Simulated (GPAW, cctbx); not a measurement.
# Reading charge transfer from structure factors

SnGeSe4, I-4 (no. 82), a = 6.2059 Å, b = 6.2059 Å, c = 9.9563 Å, α = 90.00°, β = 90.00°, γ = 90.00°.

```csv
atom,mult.,x,y,z
Sn1,2,1/2,1/2,0
Se1,8,0.7597,0.2703,0.3719
Ge1,2,0,1/2,1/4
```

The cell comes from substitution in a known structure type and wasn't matched to any measured phase.

Absolute values of the static structure factors of the conventional cell from DFT (PBE, GPAW) against free spherical atoms, in electrons:

| hkl | d (Å) | free atoms | crystal |
| --- | --- | --- | --- |
| 011 | 5.267 | 116.33 | 116.13 |
| 002 | 4.978 | 23.84 | 23.70 |
| 110 | 4.388 | 31.19 | 31.06 |
| 112 | 3.292 | 270.23 | 270.97 |
| 020 | 3.103 | 85.44 | 86.33 |
| 013 | 2.927 | 97.91 | 97.44 |
| 121 | 2.673 | 64.78 | 64.50 |
| 211 | 2.673 | 125.19 | 125.46 |
| 022 | 2.633 | 38.38 | 38.49 |
| 004 | 2.489 | 83.28 | 82.95 |

**Question.** Which way does charge move, and which reflections show it best?

Project each element's phase sum on the total phase. |F| rises if density moves to atoms that scatter in phase and falls if it moves to atoms that scatter against it; the rule is for low angles, since changes of shape take over beyond. Where all elements are in phase the terms compete, and the compactness of the donor's and the acceptor's density matters too.

| hkl | Sn in phase | Se in phase | Ge in phase | change (e) | (%) |
| --- | --- | --- | --- | --- | --- |
| 011 | +1.5 | +0.2 | +1.3 | -0.20 | -0.2 |
| 002 | +2.0 | -0.3 | -2.0 | -0.13 | -0.6 |
| 110 | +2.0 | -0.1 | -2.0 | -0.13 | -0.4 |
| 112 | +1.1 | +6.7 | +1.1 | +0.74 | +0.3 |
| 020 | -2.0 | +7.8 | -2.0 | +0.89 | +1.0 |
| 013 | +1.8 | 0.0 | +0.8 | -0.48 | -0.5 |
| 121 | +1.8 | -1.1 | +0.8 | -0.27 | -0.4 |
| 211 | +1.9 | +1.1 | +0.8 | +0.26 | +0.2 |

Low-angle reflections that set elements apart and change by more than 0.05 e: 011, 002, 110, 020, 013, 121 and 211. The signs fit a gain of density on Se and a loss on Sn and Ge, apart from 211. The best witness is 020, +1.0 %, where Se enters with +7.8. The real-space density agrees: Voronoi charges Sn +0.31, Se -0.12, Ge +0.18 e. The shortest bond, Se–Ge, has Δρ = +0.13 e/Å³ at its midpoint, a covalent bond charge.

[Outputs are excerpts: Python notices, other lines and further rows are left out; steps that failed or that the build refused (PBEsol, TPSS) are not shown.]

[Logs are printed without paths, hosts, clocks, repeated set-up lines and the standing remarks that a program may print on its own settings, such as how far it seeks lower states.]
